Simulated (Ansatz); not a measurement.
# Ba3TiO (model structure): optical spectrum from first principles, part 2 of 2

What colour and refractive index does Ba3TiO (model structure) have at this level of theory? The cell was made here by substitution or stacking, whether or not such a phase is known. It was built so: All Sn replaced by Ti and Sr replaced by Ba in the Pm-3m structure of Sr3SnO.

Ansatz 0.2.0; DFT, PBE, plane-wave PAW, default files, scalar-relativistic, independent-particle optical response without local fields.

So far: Starting point; Relaxation. The relaxed cell has a = 5.474 Å (conventional setting).

**3. Ground state and bands**

The self-consistent density comes first; it also tells whether there is a gap, which decides the occupations and the need for a Drude term.

This step: DFT, PBE, plane-wave PAW, default files, scalar-relativistic, ground state (Ansatz 0.2.0).

input.yaml

```yaml
crystal:
  lattice:
    - [5.4741819667, 0.0, 0.0]
    - [0.0, 5.4741819667, 0.0]
    - [0.0, 0.0, 5.4741819667]
  atoms:
    - { symbol: Ba, position: [0.5, 0.5, 0.0] }
    - { symbol: Ba, position: [0.5, 0.0, 0.5] }
    - { symbol: Ba, position: [0.0, 0.5, 0.5] }
    - { symbol: Ti, position: [0.0, 0.0, 0.0] }
    - { symbol: O, position: [0.5, 0.5, 0.5] }
kpoints:
  mp_grid: { grid: [4, 4, 4] }
  band_path:
    path:
      - [[0.0, 0.0, 0.0], [0.0, 0.5, 0.0], [0.5, 0.5, 0.0], [0.0, 0.0, 0.0], [0.5, 0.5, 0.5], [0.0, 0.5, 0.0]]
      - [[0.5, 0.5, 0.0], [0.5, 0.5, 0.5]]
    npoints: 11
scf:
  occupations: { method: fermi_dirac, width: 0.05 }
  n_extra_bands: 9
hamiltonian:
  xc: pbe
  pseudopotentials: { kind: paw }
output:
  forces: true
  stress: true
  populations: true
  write_bands: true
```

Run with:

```console
$ ansatz run input.yaml --threads 2 --pin off --max-ram 5120MiB --backend cpu --events-out ev --progress --plain --runs-dir out
```

Numbers of over 12 decimals in the logs are rounded to 6 here.

The program printed:

```text
[...]
Crystal: 5 atoms, lattice volume = 164.043 Å³
Basis set: ecut = 420 eV, 3191 PW (Γ), exchange–correlation on 80×80×80 points (8 copies of the dense FFT grid, shifted against one another)
Bands: 33, of which v1, the nominal top of the filled ones, is band 24 counted from 1 (23 counted from 0)
Symmetry: 48 space group operations
[...]
k-points: 10 of 64
[...]
SCF iter   1: F=—  HF=-20915.765442 eV  |F-HF|=—  |Δ(HF+E_count)|=         —  Δρ=4.62e-3  dr2=8.20e-2  ethr=1.77e-3  ⟨swp⟩=8.5  Hψ=1858  notcnv=0
[...]
SCF iter   8: F=-20915.762513 eV  HF=-20915.762513 eV  |F-HF|=7.75e-9  |Δ(HF+E_count)|=   8.20e-9  Δρ=1.24e-6  dr2=9.03e-9  ethr=2.08e-10  ⟨swp⟩=4.0  Hψ=889  notcnv=0
SCF 1 converged in 8 iterations: F = -20915.762513 eV  dr2 = 9.03e-9
[...]
NSCF: frozen V_eff on 68 k-points
SCF converged after 8 iterations
Free energy (F): -20915.762513 eV
[...]
Internal energy: -20915.661393 eV  (E = F + TS)
E sigma→0 (E₀):  -20915.711953 eV
Entropy (-TS):   -0.101121 eV (-20.224 meV/atom)
Fermi energy:    8.638081 eV
[...]
--- Stress (GPa, compression-positive) ---
        0.004457       0.000000       0.000000
        0.000000       0.004457       0.000000
        0.000000       0.000000       0.004457
  P = ⅓ Tr σ = 0.0045 GPa (0.045 kbar)
--- Band table (eV; the first three rows and the last of 10) ---
  k-point 0: bands = [... 20 lower, 6.4694, 7.6895, 7.6895, 8.2007, 8.2007, 8.2007, 10.1167, 10.1167, ... 5 higher]
  k-point 1: bands = [... 20 lower, 6.4160, 7.7874, 8.0458, 8.3611, 8.4915, 8.4915, 9.7237, 9.8815, ... 5 higher]
  k-point 2: bands = [... 20 lower, 6.8072, 7.4248, 8.4650, 8.5961, 9.0347, 9.0347, 9.1230, 9.3650, ... 5 higher]
  k-point 9: bands = [... 20 lower, 6.3877, 8.3482, 8.3482, 8.3482, 9.1223, 9.1223, 10.1706, 10.1706, ... 5 higher]
--- Löwdin populations: 5 sites ---
  site symbol       q [e]
     0     Ba      8.7743
     1     Ba      8.7743
     2     Ba      8.7743
     3     Ti     12.2799
     4      O      7.3893
  spilling = 0.041833 (of n_electrons = 48.000000)
```

Wall time 5.8 s (2 threads of Arm Neoverse V2, shared host); peak memory 0.5 GiB.

In the SCF lines HF is the Harris–Foulkes energy and dr2 the Hartree energy of the density residual, in eV; the loop may stop once dr2 is under the threshold and the program's other checks hold. Hψ counts applications of the Hamiltonian.

This run has no spin polarisation, although Ti can carry a moment.

This step gave:

```
free energy         : -20915.7625 eV
Fermi energy        : 8.638 eV
electrons           : 48
symmetry operations : 48
pressure            : 0.004457 GPa
volume              : 164.0 Å³
gap on the path     : 0 eV
```

There are states at the Fermi level within the smearing, so the occupations stay smeared and the carriers get a Drude term. The cell is left with a pressure of 0.0 GPa after its relaxation.

Electronic bands along the path, in eV, zero at the Fermi level; # counts the bands kept:

```tsv
point	#4	#5	#6	#7	#8	#9	#10	#11
Γ	-2.17	-0.95	-0.95	-0.44	-0.44	-0.44	1.48	1.48
0.55 of the way	-2.23	-0.85	-0.54	-0.25	-0.10	-0.10	0.98	1.21
X	-1.83	-1.21	-0.17	-0.04	0.40	0.40	0.48	0.73
0.55 of the way	-1.57	-0.71	0.03	0.04	0.05	0.27	0.35	0.55
M	-1.34	-0.08	-0.08	-0.01	0.17	0.23	0.34	0.34
0.55 of the way	-2.26	-0.61	-0.49	-0.14	-0.08	-0.04	0.66	1.07
Γ	-2.17	-0.95	-0.95	-0.44	-0.44	-0.44	1.48	1.48
0.45 of the way	-2.15	-0.39	-0.39	-0.29	0.11	0.11	0.38	1.15
R	-2.25	-0.29	-0.29	-0.29	0.48	0.48	1.53	1.53
0.45 of the way	-1.79	-0.48	-0.24	0.03	0.23	0.35	0.61	0.63
X	-1.83	-1.21	-0.17	-0.04	0.40	0.40	0.48	0.73
jump to M	-1.34	-0.08	-0.08	-0.01	0.17	0.23	0.34	0.34
0.45 of the way	-1.84	-0.21	-0.21	-0.14	0.33	0.56	0.76	0.76
R	-2.25	-0.29	-0.29	-0.29	0.48	0.48	1.53	1.53
```

**4. Spectrum**

The spectrum is a sum over vertical transitions between filled and empty bands at the fixed density, so many empty bands are needed.

This step: DFT, PBE, plane-wave PAW, default files, scalar-relativistic, independent-particle optical response without local fields (Ansatz 0.2.0).

input.yaml, the sections that differ from step 3:

```yaml
kpoints:
  mp_grid: { grid: [6, 6, 6] }
scf:
  occupations: { method: fermi_dirac, width: 0.1 }
output:
  optics:
    e_range: [0, 30]
    de: 0.05
    sigma: 0.15
    drude_damping: 0.1
    nscf_kmesh: { grid: [6, 6, 6] }
    bands: auto
# crystal, hamiltonian: as in step 3
```

The program printed:

```text
[...]
Crystal: 5 atoms, lattice volume = 164.043 Å³
Basis set: ecut = 420 eV, 3191 PW (Γ)
Bands: 29, of which v1, the nominal top of the filled ones, is band 24 counted from 1 (23 counted from 0)
Symmetry: 48 space group operations
[...]
k-points: 20 of 216
[...]
SCF iter   1: F=—  HF=-20915.899516 eV  |F-HF|=—  |Δ(HF+E_count)|=         —  Δρ=4.00e-3  dr2=5.09e-2  ethr=1.77e-3  ⟨swp⟩=9.6  Hψ=6969  notcnv=0
automatic band count: the SCF goes on with 34 bands, as 29 were too few: the levels above may hold too much charge
[...]
SCF iter   2: F=—  HF=-20915.898525 eV  |F-HF|=—  |Δ(HF+E_count)|=   9.91e-4  Δρ=2.48e-3  dr2=2.12e-2  ethr=1.06e-4  ⟨swp⟩=1.0  Hψ=840  notcnv=0
[...]
SCF iter  11: F=-20915.897882 eV  HF=-20915.897882 eV  |F-HF|=1.09e-11  |Δ(HF+E_count)|=  7.28e-12  Δρ=1.31e-8  dr2=5.49e-13  ethr=1.00e-12  ⟨swp⟩=3.9  Hψ=1413  notcnv=0
SCF 1 converged in 11 iterations: F = -20915.897882 eV  dr2 = 5.49e-13
[...]
output.optics: what the bands over the 137 summed would add to eps1, eps2 and the energy-loss function is held between a lower and an upper bound (8 Lanczos steps). eps1, eps2 and their loss function (loss_summed_bands) are given on every row as the summed bands alone make them. Along an axis, on a row where the two bounds hold the loss function to about 1 % of the greater of itself and 0.5 % of |1/eps|, its cell (loss_completed) is given, with the completed eps1 and eps2 that it is formed of (a cell that is left empty reads nan in the table and null in the record). The two bounds hold it so along every axis on 573 of the 592 rows up to 29.600 eV; [rest of the remark cut]
SCF converged after 11 iterations
Free energy (F): -20915.897882 eV
[...]
Internal energy: -20915.553573 eV  (E = F + TS)
E sigma→0 (E₀):  -20915.725727 eV
Entropy (-TS):   -0.344309 eV (-68.862 meV/atom)
Fermi energy:    8.640982 eV
[...]
--- Band table (eV; the first three rows and the last of 20) ---
  k-point 0: bands = [... 20 lower, 6.4474, 7.6977, 7.6977, 8.2101, 8.2101, 8.2101, 10.1206, 10.1206, ... 6 higher]
  k-point 1: bands = [... 20 lower, 6.4194, 7.7598, 7.8696, 8.2856, 8.3479, 8.3479, 10.0081, 10.1270, ... 6 higher]
  k-point 2: bands = [... 20 lower, 6.3717, 7.7550, 8.2560, 8.4772, 8.6966, 8.6966, 9.3826, 9.7347, ... 6 higher]
  k-point 19: bands = [... 20 lower, 6.3957, 8.3610, 8.3610, 8.3610, 9.1355, 9.1355, 10.1789, 10.1789, ... 6 higher]
```

Run time: 96 s. Hardware: 2 threads; peak memory 2 GiB.

This step gave:

```
main peak of the optical conductivity above 1 eV, first axis : 14.91 eV
centre of weight of the strongest loss peak in the window    : 22.46 eV
Drude plasma energy, first axis                              : 2.600 eV
bands summed                                                 : 137
spectra valid up to                                          : 31.02 eV
program's estimate of the k-sum error in Im epsilon          : 0.18 %
electrons in the f-sum                                       : 41.43
```

The Im ε, any direction has structure finer than the step of the table below, so its rows give means over 1 eV, whole bins alone (the curve runs from 0.3 to 28.6 eV). Peaks (eV: height): 2.4: 8.04, 14.9: 3.68, 17.4: 2.37.

The Im ε, any direction by photon energy; means over each step:

```tsv
photon energy (eV)	Im ε, any direction
1	32.6
2	8.47
3	3.83
4	2.87
5	2.56
6	2.02
7	2.13
8	1.62
9	0.982
10	0.660
11	0.456
12	0.364
13	1.08
14	1.74
15	2.90
16	1.64
17	1.69
18	1.95
19	1.59
20	0.960
21	0.904
22	0.642
23	0.407
24	0.431
25	0.321
26	0.229
27	0.149
28	0.158
```

The Re ε, any direction by photon energy:

photon energy (eV), Re ε, any direction and a bar from the least value:
```
        1      -15.4 
        2       -5.0 #################
        3       -2.2 ######################
        4        0.3 ##########################
        5       -0.1 ##########################
        6        0.4 ###########################
        7        0.0 ##########################
        8        0.6 ###########################
        9        0.2 ##########################
       10        0.8 ###########################
       11        1.1 ############################
       12        1.7 #############################
       13        2.3 ##############################
       14        2.4 ##############################
       15        0.8 ###########################
       16        0.3 ##########################
       17        1.3 ############################
       18        0.4 ###########################
       19       -0.1 ##########################
       20       -0.2 ##########################
       21        0.2 ##########################
       22       -0.4 #########################
       23        0.4 ###########################
       24        0.3 ##########################
       25        0.3 ##########################
       26        0.3 ##########################
       27        0.5 ###########################
       28        0.5 ###########################
```

Refractive index n and extinction k against photon energy:

```tsv
photon energy (eV)	n	k
1	2.90	4.88
2	1.21	2.55
3	0.891	1.74
4	1.26	1.14
5	1.13	1.17
6	1.09	0.881
7	0.997	1.00
8	1.08	0.760
9	0.785	0.629
10	0.975	0.347
11	1.07	0.200
12	1.31	0.104
13	1.57	0.422
14	1.65	0.558
15	1.49	1.19
16	0.973	0.829
17	1.28	0.620
18	1.07	0.833
19	0.785	0.845
20	0.591	0.747
21	0.755	0.615
22	0.378	0.716
23	0.697	0.324
24	0.655	0.409
25	0.603	0.268
26	0.579	0.203
27	0.705	0.106
28	0.748	0.111
```

The loss function −Im 1/ε at q → 0, any direction has structure finer than the step of the table below, so its rows give means over 0.5 eV, whole bins alone (the curve runs from 0.3 to 28.6 eV). Peaks (eV: height): 9.20: 1.03, 22.45: 3.67, 23.45: 1.89, 24.35: 2.29.

The loss function −Im 1/ε at q → 0, any direction by energy loss; means over each step:

energy loss (eV), loss function −Im 1/ε at q → 0, any direction and a bar:
```
      1.0       0.03 
      1.5       0.04 
      2.0       0.09 #
      2.5       0.10 #
      3.0       0.21 ##
      3.5       0.28 ##
      4.0       0.36 ###
      4.5       0.36 ###
      5.0       0.38 ####
      5.5       0.46 ####
      6.0       0.48 #####
      6.5       0.39 ####
      7.0       0.50 #####
      7.5       0.52 #####
      8.0       0.57 #####
      8.5       0.76 #######
      9.0       0.94 #########
      9.5       0.89 #########
     10.0       0.61 ######
     10.5       0.53 #####
     11.0       0.32 ###
     11.5       0.20 ##
     12.0       0.10 #
     12.5       0.11 #
     13.0       0.19 ##
     13.5       0.19 ##
     14.0       0.20 ##
     14.5       0.21 ##
     15.0       0.28 ###
     15.5       0.46 ####
     16.0       0.59 ######
     16.5       0.60 ######
     17.0       0.39 ####
     17.5       0.42 ####
     18.0       0.52 #####
     18.5       0.47 ####
     19.0       0.70 #######
     19.5       0.66 ######
     20.0       1.08 ###########
     20.5       1.25 ############
     21.0       1.05 ##########
     21.5       0.99 ##########
     22.0       1.41 ##############
     22.5       3.02 ##############################
     23.0       1.46 ##############
     23.5       1.78 ##################
     24.0       1.62 ################
     24.5       1.98 ####################
     25.0       1.68 #################
     25.5       1.59 ################
     26.0       1.56 ###############
     26.5       0.87 ########
     27.0       0.59 ######
     27.5       0.54 #####
     28.0       0.50 #####
```

The reflectivity at normal incidence, any direction has structure finer than the step of the table below, so its rows give means over 1 eV, whole bins alone (the curve runs from 0.3 to 28.6 eV). Peaks (eV: height): 2.6: 59.3, 7.0: 20.4, 15.1: 22.6, 19.7: 29.0, 22.0: 37.3.

Table of reflectivity at normal incidence, any direction by photon energy; means over each step:

```tsv
photon energy (eV)	reflectivity at normal incidence, any direction (%)
1	70.4
2	58.2
3	45.4
4	27.0
5	21.5
6	14.9
7	16.9
8	15.7
9	10.7
10	3.30
11	1.31
12	2.34
13	6.28
14	9.56
15	18.7
16	14.0
17	9.63
18	15.6
19	20.9
20	22.9
21	14.0
22	28.8
23	11.0
24	10.8
25	8.54
26	7.61
27	3.75
28	2.52
```

At chosen wavelengths:

```tsv
wavelength (nm)	n	k	R (%)	1/α
1550	3.55	5.527	72.3	22 nm
1064	2.51	4.428	68.6	19 nm
800	1.84	3.779	67.1	17 nm
633	1.18	2.681	60.5	19 nm
532	1.64	2.433	49.2	17 nm
248	1.13	1.172	23.6	17 nm
193	1.31	0.827	13.0	19 nm
```

In reflection the computed colour is faintly violet: x = 0.312, y = 0.314, luminous reflectivity 51 %.

**5. Summary of results**

```yaml
gap_on_the_path: 0 eV
main_peak_of_the_optical_conductivity_above_1_ev_first_axis: 14.9 eV
drude_plasma_energy_first_axis: 2.60 eV
centre_of_weight_of_the_strongest_loss_peak_in_the_window_first_axis: 22.5 eV
```

**Reading.** At this level (PBE, independent particles) Ba3TiO is a metal with a Drude plasma energy of 2.6 eV; it reflects 48 % at 550 nm. The cell shrank by 6.2 % in volume. Along x the bare Drude plasma energy is 2.6 eV; Re ε first rises through zero at 3.90 eV, higher, since interband strength adds to the carriers'. Im ε is 2.4 there, so the loss peak at that energy is weak. The strongest loss structure up to 29 eV has its centre of weight at 22.5 eV; a free-electron gas of the 41.4 electrons in the f-sum would put its plasmon at 18.7 eV. In reflection the computed colour is faintly violet: x = 0.312, y = 0.314, luminous reflectivity 51 %. In the base run ε includes the program's bounded estimate of what the bands above those summed add. The carriers' damping of 0.1 eV is typed, not computed; at 0.8 eV the carriers give 3 % of Im ε along the first axis; the rest comes from the sum over bands, which at low energy also holds close bands and the noise of the mesh. The run has no spin polarisation; magnetic order or correlation, untested here, could change the spectrum. Spin-orbit coupling is left out although heavy atoms are present. The Fermi-Dirac width of 0.1 eV acts as an electron temperature of 1200 K in the carriers' term.

[Logs are printed without paths, hosts, clocks, repeated set-up lines and the standing remarks that a program may print on its own settings, such as how far it seeks lower states.]

[Hosts, paths, dates, database ids (printed as entryN), source tags and the programs' standing remarks are cut or masked in the printed files.]
